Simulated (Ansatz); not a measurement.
# Li(100) with 4 thermally displaced layers, 2x2: scattering by thermal displacements

How much do lattice vibrations at 300 K scatter the electrons of Li? Layers with random displacements are laid between perfect leads, and the resistance is followed against their length.

Method: Ansatz plane-wave DFT, PBE, PAW files; ballistic transport by layer matching (Landauer), zero bias; PAW set soft_1, in Ansatz 0.2.0.

Report form: the programs' logs are mostly left out.

### 1. Starting point

The cell holds 56 atoms: 56 Li. Cell: a = 7.020 Å, b = 7.020 Å, c = 24.570 Å, α = 90.0°, β = 90.0°, γ = 90.0°. It derives from Li. Regions: lead, 40 atoms (40 Li); scattering region, 16 atoms (16 Li). The structure is stacked along c, and the current runs across the ab planes.

### 2. With 4 displaced layers

Each atom of 4 layers is moved at random, by amounts drawn from a normal law 0.2347 Å wide in each direction from the Debye model (344 K) at 300 K. The layers about the cell's end stay perfect and serve as the lead. Disorder leaves little or no symmetry, which makes such runs dear. Energies from -0.05 to 0.05 eV in steps of 0.05 eV are too few for the program's thermal sum, so it prints no conductance; for a metal the transmission near the Fermi level serves, at a fraction of the cost.

File input.yaml:

```yaml
crystal:
  lattice:
    - [7.02, 0.0, 0.0]
    - [0.0, 7.02, 0.0]
    - [0.0, 0.0, 24.57]
  atoms:
    - { symbol: Li, position: [0.0, 0.0, 0.0357142857] }
    - { symbol: Li, position: [0.0, 0.5, 0.0357142857] }
    - { symbol: Li, position: [0.5, 0.0, 0.0357142857] }
    - { symbol: Li, position: [0.5, 0.5, 0.0357142857] }
    - { symbol: Li, position: [0.25, 0.25, 0.1071428571] }
    - { symbol: Li, position: [0.25, 0.75, 0.1071428571] }
    - { symbol: Li, position: [0.75, 0.25, 0.1071428571] }
    - { symbol: Li, position: [0.75, 0.75, 0.1071428571] }
[... 44 atom lines left out ...]
    - { symbol: Li, position: [0.25, 0.25, 0.9642857143] }
    - { symbol: Li, position: [0.25, 0.75, 0.9642857143] }
    - { symbol: Li, position: [0.75, 0.25, 0.9642857143] }
    - { symbol: Li, position: [0.75, 0.75, 0.9642857143] }
kpoints:
  mp_grid: { grid: [3, 3, 1] }
hamiltonian:
  xc: pbe
  pseudopotentials: { kind: paw, azcp: { folder: soft_1 } }
scf:
  occupations: { method: fermi_dirac, width: 0.1 }
output:
  transmission: { leads: [[0, 4]], kmesh: [6, 6], e_range: [-0.05, 0.05], de: 0.05 }
  write_potential: true
  write_density: true
  volumetric_format: npy
```

Run with:

```bash
$ ansatz run input.yaml --threads 4 --pin off --max-ram 15360MiB --backend cpu --events-out ev --progress --plain --runs-dir out
```

It took 5.1 min on 4 threads of Intel Xeon Platinum 8559C (Emerald Rapids), shared host; peak memory 3.2 GiB.

Numbers from this step:

* free energy: -11461.8168 eV
* energy at zero smearing: -11461.3850 eV
* Fermi energy: 0.7676 eV
* cell area: 49.28 Å²
* transmission per spin nearest the Fermi level: 4.446
* open channels per spin nearest the Fermi level: 4.917
* step of the lead's potential: 3.9 meV

Per spin. Table of transmission, zone mean by energy, zero at the Fermi level:

| energy (eV) | transmission, zone mean |
| --- | --- |
| -0.0500 | 4.35 |
| 0.0000 | 4.45 |
| 0.0500 | 4.51 |

Per spin. Table of open channels, zone mean, lead by energy, zero at the Fermi level:

```csv
energy (eV),"open channels, zone mean, lead"
-0.0500,4.69
0.0000,4.92
0.0500,4.92
```

Transmission over k1 and k2. At 0.0000 eV from the Fermi level.

Ten even steps from '0' (3.92) to '9' (5.38):
```
003920
018571
765556
017581
002930
000900
```
Columns: k1 (b1) from -0.5 to 0.333; rows upwards: k2 (b2) from -0.5 to 0.333.

Open channels over k1 and k2. At 0.0000 eV from the Fermi level.

Values, 6 rows by 6 columns:
```
4.00 4.00 5.00 6.00 5.00 4.00
4.00 5.00 6.00 5.00 6.00 5.00
6.00 6.00 5.00 5.00 5.00 6.00
4.00 5.00 6.00 5.00 6.00 5.00
4.00 4.00 5.00 6.00 5.00 4.00
4.00 4.00 4.00 6.00 4.00 4.00
```
Columns: k1 (b1) from -0.5 to 0.333; rows upwards: k2 (b2) from -0.5 to 0.333.

Over the solved energies the transmission per spin lies between 4.35 and 4.51, out of 4.84 channels of the lead on average (up to 4.92).

### 3. With 8 displaced layers

Each atom of 8 layers is moved at random, by amounts drawn from a normal law 0.2347 Å wide in each direction from the Debye model (344 K) at 300 K. A fresh draw is used; the growth of the resistance with length is what counts.

System of this step: Li(100) with 8 thermally displaced layers, 2x2. The cell holds 72 atoms: 72 Li. Cell: a = 7.020 Å, b = 7.020 Å, c = 31.590 Å, α = 90.0°, β = 90.0°, γ = 90.0°. It derives from Li. Regions: lead, 40 atoms (40 Li); scattering region, 32 atoms (32 Li). The structure is stacked along c, and the current runs across the ab planes.

File input.yaml:

```yaml
crystal:
  lattice:
    - [7.02, 0.0, 0.0]
    - [0.0, 7.02, 0.0]
    - [0.0, 0.0, 31.59]
  atoms:
    - { symbol: Li, position: [0.0, 0.0, 0.0277777778] }
    - { symbol: Li, position: [0.0, 0.5, 0.0277777778] }
    - { symbol: Li, position: [0.5, 0.0, 0.0277777778] }
    - { symbol: Li, position: [0.5, 0.5, 0.0277777778] }
    - { symbol: Li, position: [0.25, 0.25, 0.0833333333] }
    - { symbol: Li, position: [0.25, 0.75, 0.0833333333] }
    - { symbol: Li, position: [0.75, 0.25, 0.0833333333] }
    - { symbol: Li, position: [0.75, 0.75, 0.0833333333] }
[... 60 atom lines left out ...]
    - { symbol: Li, position: [0.25, 0.25, 0.9722222222] }
    - { symbol: Li, position: [0.25, 0.75, 0.9722222222] }
    - { symbol: Li, position: [0.75, 0.25, 0.9722222222] }
    - { symbol: Li, position: [0.75, 0.75, 0.9722222222] }
kpoints:
  mp_grid: { grid: [3, 3, 1] }
hamiltonian:
  xc: pbe
  pseudopotentials: { kind: paw, azcp: { folder: soft_1 } }
scf:
  occupations: { method: fermi_dirac, width: 0.1 }
output:
  transmission: { leads: [[0, 4]], kmesh: [6, 6], e_range: [-0.05, 0.05], de: 0.05 }
  write_potential: true
  write_density: true
  volumetric_format: npy
```

Elapsed: 6.6 min, on 4 threads; peak memory 5 GiB.

This step gave:

```
free energy                                   : -14735.2465 eV
energy at zero smearing                       : -14734.7281 eV
Fermi energy                                  : 0.7580 eV
transmission per spin nearest the Fermi level : 4.029
step of the lead's potential                  : 10.9 meV
```

Per spin. Table of transmission, zone mean by energy, zero at the Fermi level:

```csv
energy (eV),"transmission, zone mean"
-0.0500,3.95
0.0000,4.03
0.0500,4.11
```

Over the solved energies the transmission per spin lies between 3.95 and 4.11, out of 4.84 channels of the lead on average (up to 4.92).

### 4. With 12 displaced layers

Each atom of 12 layers is moved at random, by amounts drawn from a normal law 0.2347 Å wide in each direction from the Debye model (344 K) at 300 K. A fresh draw is used; the growth of the resistance with length is what counts.

System of this step: Li(100) with 12 thermally displaced layers, 2x2. The cell holds 88 atoms: 88 Li. Cell: a = 7.020 Å, b = 7.020 Å, c = 38.610 Å, α = 90.0°, β = 90.0°, γ = 90.0°. It derives from Li. Regions: lead, 40 atoms (40 Li); scattering region, 48 atoms (48 Li). The structure is stacked along c, and the current runs across the ab planes.

File input.yaml:

```yaml
crystal:
  lattice:
    - [7.02, 0.0, 0.0]
    - [0.0, 7.02, 0.0]
    - [0.0, 0.0, 38.61]
  atoms:
    - { symbol: Li, position: [0.0, 0.0, 0.0227272727] }
    - { symbol: Li, position: [0.0, 0.5, 0.0227272727] }
    - { symbol: Li, position: [0.5, 0.0, 0.0227272727] }
    - { symbol: Li, position: [0.5, 0.5, 0.0227272727] }
    - { symbol: Li, position: [0.25, 0.25, 0.0681818182] }
    - { symbol: Li, position: [0.25, 0.75, 0.0681818182] }
    - { symbol: Li, position: [0.75, 0.25, 0.0681818182] }
    - { symbol: Li, position: [0.75, 0.75, 0.0681818182] }
[... 76 atom lines left out ...]
    - { symbol: Li, position: [0.25, 0.25, 0.9772727273] }
    - { symbol: Li, position: [0.25, 0.75, 0.9772727273] }
    - { symbol: Li, position: [0.75, 0.25, 0.9772727273] }
    - { symbol: Li, position: [0.75, 0.75, 0.9772727273] }
kpoints:
  mp_grid: { grid: [3, 3, 1] }
hamiltonian:
  xc: pbe
  pseudopotentials: { kind: paw, azcp: { folder: soft_1 } }
scf:
  occupations: { method: fermi_dirac, width: 0.1 }
output:
  transmission: { leads: [[0, 4]], kmesh: [6, 6], e_range: [-0.05, 0.05], de: 0.05 }
  write_potential: true
  write_density: true
  volumetric_format: npy
```

It took 8.2 min on 4 threads; peak memory 7.2 GiB.

This step gave:

| Quantity | Value |
| --- | --- |
| free energy | -18009.6250 eV |
| energy at zero smearing | -18008.9959 eV |
| Fermi energy | 0.7593 eV |
| transmission per spin nearest the Fermi level | 3.607 |
| step of the lead's potential | 6.5 meV |

Per spin. Transmission, zone mean against energy, zero at the Fermi level:

| energy (eV) | transmission, zone mean |
| --- | --- |
| -0.0500 | 3.55 |
| 0.0000 | 3.61 |
| 0.0500 | 3.66 |

Over the solved energies the transmission per spin lies between 3.55 and 3.66, out of 4.84 channels of the lead on average (up to 4.92).

### 5. Resistance against length

This step: Ansatz plane-wave DFT, PBE, PAW files; ballistic transport by layer matching (Landauer), zero bias; resistivity from the slope of the area resistance; PAW set soft_1 (Ansatz 0.2.0).

This step gave:

| Item | Value |
| --- | --- |
| resistivity | 23.53 µΩ cm |
| intercept | -0.05240 fΩ m² |
| scatter about the fit | 0.009844 fΩ m² |

Resistance, by row:

| run | length (Å) | T | channels N | RA (fΩ m²) |
| --- | --- | --- | --- | --- |
| n4 | 7.02 | 4.438 | 4.843 | 0.1198 |
| n8 | 14.04 | 4.032 | 4.843 | 0.2641 |
| n12 | 21.06 | 3.607 | 4.843 | 0.4501 |

Area resistance against length of the displaced region:

```csv
length of the displaced region (Å),area resistance (fΩ m²)
7.02,0.120
14.04,0.264
21.06,0.450
```

The area resistance goes from 0.12 to 0.45 fΩ m² between 7.0 and 21.1 Å, a slope of 24 µΩ cm.

By hand from the end points: (0.4501 − 0.1198) fΩ m² / (21.06 − 7.02) Å = 24 µΩ cm, since 1 fΩ m² per Å is 1000 µΩ cm.

### 6. Summary of results

- resistivity from the slope: 23.5 µΩ cm
- area resistance over 7.02 Å: 0.120 fΩ m²
- area resistance over 14.0 Å: 0.264 fΩ m²
- area resistance over 21.1 Å: 0.450 fΩ m²

The slope gives 24 µΩ cm. The points scatter by 0.0098 fΩ m² about the line, with one random draw a length in a 2x2 cell, so the slope is a rough value. The mean square of the displacements drawn is 0.75, 0.94 and 0.81 of the nominal one at the three lengths; with each resistance scaled back by that, the slope is 28 µΩ cm, the value used below. Read with a model of isotropic scattering on a spherical Fermi surface and the lead's 0.76×10¹⁵ S/m², this slope means a mean free path near 37 Å; over these lengths the model's slope is 1.07 times its bulk resistivity, which would be 26 µΩ cm. Uncorrelated displacements put too much weight on short waves, which scatter strongly; with the sideways repeat of a small cell, one draw and three short lengths, the method is good to a factor of two or three. The measured value is 9.55 µΩ cm (CRC Handbook of Chemistry and Physics, 84th ed., 2003, Electrical Resistivity of Pure Metals); the scaled slope is 3.0 times that and the corrected value 2.8: clearly high.

[Logs are printed without paths, hosts, clocks, repeated set-up lines and the standing remarks that a program may print on its own settings, such as how far it seeks lower states.]

[Hosts, paths, dates, database ids (printed as entryN), source tags and the programs' standing remarks are cut or masked in the printed files.]
